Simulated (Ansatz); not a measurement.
# Ab initio dynamics of molten SrBr2 (117 atoms), part 4 of 5

Wanted: pair distributions and atomic motion in SrBr2 (117 atoms) at high temperature.

Ansatz 0.2.0; Kohn-Sham DFT, PBE+D3(BJ), PAW (set soft_2), plane waves.

The cell: 39 Sr and 78 Br. Sampling is at Γ alone, for a cell whose shortest periodic width is 16 Å.

So far. Step 4 (Brought to 950 K): Over the second half of 930 fs the temperature averages 923 K with swings of 70 K r.m.s. From first frame to last Br has the largest mean square displacement, 1.3 Å² at the end; the farthest move is 2.53 Å. The run spans 0.93 ps, too short for its means to be equilibrium values. Step 5 (Liquid at 950 K): Over the second half of 4590 fs the temperature averages 951 K with swings of 63 K r.m.s. The conserved energy stays within 0.057 meV/atom, peak to peak.

## Step 7: Single point at the last frame

The last frame is solved once more, with the analyses that the dynamics left out.

Input file input.yaml:

```yaml
crystal:
  lattice:
    - [16.3262, 0.0, 0.0]
    - [0.0, 16.3262, 0.0]
    - [0.0, 0.0, 16.3262]
  atoms:
    - { symbol: Sr, position: [0.89811, 0.92743, 0.66259] }
    - { symbol: Sr, position: [0.31575, 0.63616, 0.06043] }
    - { symbol: Sr, position: [0.11959, 0.70523, 0.78023] }
    - { symbol: Sr, position: [0.87202, 0.29838, 0.16717] }
    - { symbol: Sr, position: [0.05014, 0.54388, 0.08015] }
    - { symbol: Sr, position: [0.6961, 0.32144, 0.63186] }
    - { symbol: Sr, position: [0.68646, 0.70516, 0.63385] }
    - { symbol: Sr, position: [0.56051, 0.00725, 0.59977] }
    - { symbol: Sr, position: [0.3581, 0.02179, 0.35336] }
    - { symbol: Sr, position: [0.21741, 0.27406, 0.49247] }
    - { symbol: Sr, position: [0.5971, 0.90954, 0.89411] }
    - { symbol: Sr, position: [0.76759, 0.08655, 0.38865] }
    - { symbol: Sr, position: [0.56156, 0.27322, 0.37602] }
    - { symbol: Sr, position: [0.113, 0.22758, 0.99872] }
    - { symbol: Sr, position: [0.29811, 0.38095, 0.25664] }
    - { symbol: Sr, position: [0.94122, 0.65814, 0.51557] }
    - { symbol: Sr, position: [0.54098, 0.36416, 0.06178] }
    - { symbol: Sr, position: [0.75205, 0.18565, 0.89413] }
    - { symbol: Sr, position: [0.99392, 0.29961, 0.66701] }
    - { symbol: Sr, position: [0.6649, 0.07352, 0.13564] }
    - { symbol: Sr, position: [0.88115, 0.84047, 0.03589] }
    - { symbol: Sr, position: [0.09216, 0.05181, 0.23132] }
    - { symbol: Sr, position: [0.21183, 0.45935, 0.81387] }
    - { symbol: Sr, position: [0.89435, 0.82449, 0.32017] }
    - { symbol: Sr, position: [0.95834, 0.39591, 0.41959] }
    - { symbol: Sr, position: [0.31828, 0.10867, 0.07017] }
    - { symbol: Sr, position: [0.18786, 0.6495, 0.35105] }
    - { symbol: Sr, position: [0.41536, 0.75755, 0.48193] }
    - { symbol: Sr, position: [0.46278, 0.86993, 0.14881] }
    - { symbol: Sr, position: [0.38512, 0.75523, 0.78922] }
    - { symbol: Sr, position: [0.83971, 0.55158, 0.88023] }
    - { symbol: Sr, position: [0.44346, 0.23011, 0.7804] }
    - { symbol: Sr, position: [0.66454, 0.6751, 0.08988] }
    - { symbol: Sr, position: [0.14062, 0.91819, 0.50886] }
    - { symbol: Sr, position: [0.03826, 0.05971, 0.85993] }
    - { symbol: Sr, position: [0.71265, 0.55469, 0.33454] }
    - { symbol: Sr, position: [0.52288, 0.51829, 0.80138] }
    - { symbol: Sr, position: [0.27918, 0.99291, 0.74737] }
    - { symbol: Sr, position: [0.46887, 0.48425, 0.4885] }
    - { symbol: Br, position: [0.69734, 0.21253, 0.28628] }
    - { symbol: Br, position: [0.61083, 0.72001, 0.27031] }
    - { symbol: Br, position: [0.80953, 0.37228, 0.31957] }
    - { symbol: Br, position: [0.38573, 0.00193, 0.52402] }
    - { symbol: Br, position: [0.15152, 0.37372, 0.63914] }
    - { symbol: Br, position: [0.96525, 0.66273, 0.95412] }
    - { symbol: Br, position: [0.47833, 0.73375, 0.01393] }
    - { symbol: Br, position: [0.36936, 0.61626, 0.36982] }
    - { symbol: Br, position: [0.93113, 0.18148, 0.00126] }
    - { symbol: Br, position: [0.39436, 0.22962, 0.96702] }
    - { symbol: Br, position: [0.11723, 0.97589, 0.70991] }
    - { symbol: Br, position: [0.42549, 0.62435, 0.67414] }
    - { symbol: Br, position: [0.86478, 0.46748, 0.55529] }
    - { symbol: Br, position: [0.65227, 0.51214, 0.67403] }
    - { symbol: Br, position: [0.80167, 0.33798, 0.76809] }
    - { symbol: Br, position: [0.94619, 0.87947, 0.82204] }
    - { symbol: Br, position: [0.29694, 0.43281, 0.45141] }
    - { symbol: Br, position: [0.14106, 0.29769, 0.33961] }
    - { symbol: Br, position: [0.11851, 0.03352, 0.04747] }
    - { symbol: Br, position: [0.90483, 0.58505, 0.34721] }
    - { symbol: Br, position: [0.01757, 0.49406, 0.821] }
    - { symbol: Br, position: [0.32145, 0.1735, 0.6654] }
    - { symbol: Br, position: [0.42561, 0.95353, 0.99726] }
    - { symbol: Br, position: [0.0535, 0.67375, 0.18861] }
    - { symbol: Br, position: [0.4468, 0.26821, 0.17882] }
    - { symbol: Br, position: [0.47139, 0.06892, 0.19139] }
    - { symbol: Br, position: [0.58039, 0.08679, 0.93621] }
    - { symbol: Br, position: [0.88834, 0.10082, 0.77867] }
    - { symbol: Br, position: [0.47426, 0.85045, 0.34258] }
    - { symbol: Br, position: [0.05989, 0.36073, 0.13316] }
    - { symbol: Br, position: [0.36287, 0.21977, 0.38073] }
    - { symbol: Br, position: [0.56483, 0.73099, 0.81604] }
    - { symbol: Br, position: [0.20922, 0.39534, 0.00015] }
    - { symbol: Br, position: [0.41302, 0.48055, 0.09514] }
    - { symbol: Br, position: [0.05813, 0.76931, 0.4199] }
    - { symbol: Br, position: [0.59115, 0.35361, 0.88335] }
    - { symbol: Br, position: [0.06085, 0.23995, 0.80665] }
    - { symbol: Br, position: [0.6311, 0.90047, 0.07326] }
    - { symbol: Br, position: [0.85951, 0.65116, 0.67175] }
    [... 33 atom lines left out ...]
    - { symbol: Br, position: [0.20628, 0.59083, 0.6943] }
    - { symbol: Br, position: [0.67256, 0.47843, 0.16387] }
    - { symbol: Br, position: [0.2991, 0.83052, 0.60357] }
    - { symbol: Br, position: [0.53975, 0.81858, 0.62017] }
    - { symbol: Br, position: [0.10313, 0.54899, 0.46381] }
    - { symbol: Br, position: [0.78259, 0.74789, 0.45476] }
kpoints:
  mp_grid: { grid: [1, 1, 1] }
hamiltonian:
  xc: pbe
  dispersion: d3bj
scf:
  occupations: { method: fermi_dirac, width: 0.082 }
output:
  forces: true
  stress: true
  populations: intrinsic
  dos:
    method: { smearing: { sigma: 0.08 } }
    de: 0.1
    projected: { site_lists: { Br: [Br], Sr: [Sr] } }
  eigenvalues: true
  write_density: true
  write_potential: true
  volumetric_format: npy
```

Started as:

```
> ansatz run input.yaml --threads 32 --pin off --max-ram 143360MiB --backend cuda --events-out ev --progress --plain --runs-dir out
```

Numbers of over 12 decimals in the logs are rounded to 6 here.

The log of the run:

```text
[...]
GPU FFT provider: cuFFT
GPU libraries: cuBLAS 13.8.1, cuFFT 12.4.0, cuSOLVER 12.3.2
[...]
Crystal: 117 atoms, lattice volume = 4351.664 Å³
Basis set: ecut = 420 eV, 84967 PW (Γ), exchange–correlation on 240×240×240 points (8 copies of the dense FFT grid, shifted against one another)
Bands: 585, of which v1, the nominal top of the filled ones, is band 468 counted from 1 (467 counted from 0)
Symmetry: 1 space group operations
[...]
k-points: 1
[...]
GPU buffer pool allocated for 1728000 grid points (all kernels)
[...]
SCF iter   1: F=—  HF=-355568.353669 eV  |F-HF|=—  |Δ(HF+E_count)|=         —  Δρ=9.17e-4  dr2=1.01e-1  ethr=1.77e-3  ⟨swp⟩=11.0  Hψ=3799  notcnv=0  defer=2
[...]
SCF iter   8: F=-355568.328251 eV  HF=-355568.328251 eV  |F-HF|=2.74e-9  |Δ(HF+E_count)|=   1.96e-7  Δρ=4.51e-7  dr2=2.03e-8  ethr=1.07e-11  ⟨swp⟩=27.0  Hψ=7657  notcnv=0
SCF 1 converged in 8 iterations: F = -355568.328251 eV  dr2 = 2.03e-8
[...]
WARN: The input density's exchange-correlation potential varies sharply where the density is thin. Do not read a vacuum level from v_tot or v_xc, or from such a field of the output density. On a cell that repeats whose density bears no net charge and no dipole along the vacuum's axis use v_es (v_loc + v_h of the components); [...]
SCF converged after 8 iterations
Free energy (F): -355568.328251 eV
[...]
Internal energy: -355568.328250 eV  (E = F + TS)
E sigma→0 (E₀):  -355568.328251 eV
Entropy (-TS):   -0.000000 eV (-0.000 meV/atom)
Fermi energy:    4.498045 eV
[...]
--- Forces (eV/Å), atoms counted from 1 ---
[... 117 lines of forces left out ...]
  max |Σ_I F_I| component: 6.76e-5 eV/Å
--- Stress (GPa, compression-positive) ---
       -0.727549       0.134146      -0.191118
        0.134146      -0.977526      -0.012473
       -0.191118      -0.012473      -0.610353
  P = ⅓ Tr σ = -0.7718 GPa (-7.718 kbar)
--- Band table (eV) ---
[... left out ...]
--- intrinsic populations: 117 sites ---
  site symbol       q [e]
[... 117 lines, one an atom, left out ...]
  spilling = -0.000000 (of n_electrons = 936.000000)
```

It took 3.2 s on 1 × NVIDIA GB200 with 32 threads of Arm Neoverse V2, shared host; peak memory 1.8 GiB; 12 s of CPU time.

That memory is the host's; the program planned up to 9 GiB on the GPU.

The program notes that the exchange-correlation potential is rough where the density is thin.

Numbers from this run:

- free energy: -355568.3283 eV
- free energy per atom: -3039.0455 eV/atom
- SCF cycles: 8
- pressure: -0.7718 GPa
- r.m.s. force component: 0.4484 eV/Å
- longest force: 1.628 eV/Å
- Fermi energy: 4.498 eV
- gap (highest filled to lowest empty level): 2.887 eV

Neighbours are counted within 4.18 Å (Br-Sr), the cutoffs taken from the dynamics.

Length of the force by element and coordination:

| element | coordination | atoms | mean length of the force (eV/Å) | spread | least | most |
| --- | --- | --- | --- | --- | --- | --- |
| Br | all | 78 | 0.687 | 0.333 | 0.0974 | 1.63 |
| Br | 2 | 2 | 0.511 | 0.149 | 0.361 | 0.661 |
| Br | 3 | 29 | 0.741 | 0.334 | 0.0974 | 1.63 |
| Br | 4 | 45 | 0.662 | 0.335 | 0.101 | 1.50 |
| Br | 5 | 2 | 0.647 | 0.269 | 0.378 | 0.916 |
| Sr | all | 39 | 0.707 | 0.379 | 0.0765 | 1.50 |
| Sr | 6 | 6 | 0.417 | 0.246 | 0.0765 | 0.869 |
| Sr | 7 | 20 | 0.789 | 0.357 | 0.139 | 1.34 |
| Sr | 8 | 12 | 0.746 | 0.396 | 0.263 | 1.50 |
| Sr | 9 | 1 | 0.316 | 0 | 0.316 | 0.316 |

Intrinsic-atomic-orbital charges by element and coordination:

| element | coordination | atoms | mean charge (e) | spread | least | most |
| --- | --- | --- | --- | --- | --- | --- |
| Br | all | 78 | -0.802 | 0.0117 | -0.835 | -0.780 |
| Br | 2 | 2 | -0.819 | 0.003 | -0.822 | -0.816 |
| Br | 3 | 29 | -0.808 | 0.0111 | -0.835 | -0.786 |
| Br | 4 | 45 | -0.798 | 0.0103 | -0.825 | -0.780 |
| Br | 5 | 2 | -0.795 | 0.0011 | -0.796 | -0.794 |
| Sr | all | 39 | 1.60 | 0.0117 | 1.58 | 1.63 |
| Sr | 6 | 6 | 1.62 | 0.0057 | 1.61 | 1.63 |
| Sr | 7 | 20 | 1.60 | 0.0128 | 1.58 | 1.63 |
| Sr | 8 | 12 | 1.60 | 0.0093 | 1.59 | 1.61 |
| Sr | 9 | 1 | 1.60 | 0 | 1.60 | 1.60 |

States in the cell by windows of 1 eV, zero at the Fermi level; some projections on atomic orbitals stand beside the total:

| from (eV) | to (eV) | total | Br p | Br s | Sr p |
| --- | --- | --- | --- | --- | --- |
| -18 | -17 | 80.9 | 0.8 | 1.8 | 78.3 |
| -17 | -16 | 0.0 | 0.0 | 0.0 | 0.0 |
| -16 | -15 | 68.5 | 0.1 | 62.0 | 2.6 |
| -15 | -14 | 85.3 | 0.2 | 80.6 | 2.2 |
| -14 | -13 | 2.0 | 0.0 | 2.0 | 0.0 |
| -13 | -6 | 0.0 | 0.0 | 0.0 | 0.0 |
| -6 | -5 | 0.9 | 0.8 | 0.0 | 0.0 |
| -5 | -4 | 107.5 | 99.0 | 0.5 | 0.6 |
| -4 | -3 | 187.0 | 179.0 | 0.6 | 0.8 |
| -3 | -2 | 149.7 | 145.4 | 0.3 | 0.3 |
| -2 | -1 | 22.9 | 22.3 | 0.1 | 0.0 |
| -1 | 1 | 0.0 | 0.0 | 0.0 | 0.0 |
| 1 | 2 | 4.1 | 0.2 | 0.4 | 0.0 |
| 2 | 3 | 67.8 | 2.4 | 1.6 | 0.0 |

The curve was stored every 0.10 eV, coarse against its broadening of 0.08 eV, so these counts are rough.

Between -26 and -18 eV lie 153 more states.

About 78 of the 936 electrons lie in deeper levels, below the stored range.

Not all projections were asked for or kept, so they needn't add up to the total.

The levels nearest the highest filled one (over half full), pooled over k-points and spins:

| level less the highest filled one (eV) | occupation |
| --- | --- |
| -0.328 | 2 |
| -0.285 | 2 |
| -0.253 | 2 |
| -0.192 | 2 |
| -0.141 | 2 |
| 0 | 2 |
| 2.89 | 0 |
| 3.41 | 0 |
| 3.53 | 0 |
| 3.65 | 0 |
| 3.72 | 0 |
| 3.75 | 0 |

Mean intrinsic-atomic-orbital charges: Br -0.80, Sr +1.60 e.

Local excerpt of 8 atoms (numbers count through the whole input) about Br109, which has 5 bonded neighbours where the commonest count for Br is 4; x, y, z are measured from there.

| atom | x | y | z | distance (Å) | bonds | intrinsic-atomic-orbital charge (e) | Fx | Fy | Fz (eV/Å) |
| --- | --- | --- | --- | --- | --- | --- | --- | --- | --- |
| Br109 | 0.00 | 0.00 | 0.00 | 0.00 | 5 | -0.79 | 0.82 | -0.20 | -0.36 |
| Sr38 | -2.78 | 0.05 | -0.57 | 2.83 | 7 | 1.60 | 0.87 | 0.74 | -0.25 |
| Sr11 | 2.41 | -1.31 | 1.83 | 3.30 | 9 | 1.60 | -0.11 | -0.29 | 0.04 |
| Sr8 | 1.82 | 0.29 | -2.98 | 3.50 | 6 | 1.61 | -0.04 | 0.01 | 0.06 |
| Br62 | -0.39 | -0.59 | 3.51 | 3.58 | 3 | -0.82 | -0.68 | 0.17 | -0.28 |
| Br66 | 2.14 | 1.59 | 2.52 | 3.66 | 4 | -0.81 | 0.81 | 0.67 | 0.15 |
| Sr32 | -0.09 | 3.92 | -0.03 | 3.93 | 8 | 1.61 | 0.62 | -0.25 | 0.47 |
| Sr30 | -1.05 | -3.83 | 0.12 | 3.97 | 8 | 1.61 | 0.58 | -0.34 | -0.15 |

The column of bonds counts only the pairs Br-Sr within 4.18 Å; other neighbours, such as metal atoms beside each other in a compound, aren't counted, and periodic images can show an atom twice.

(Part 4 of 5 ends here.)

[Logs are printed without paths, hosts, clocks, repeated set-up lines and the standing remarks that a program may print on its own settings, such as how far it seeks lower states.]

[Hosts, paths, dates, database ids (printed as entryN), source tags and the programs' standing remarks are cut or masked in the printed files.]
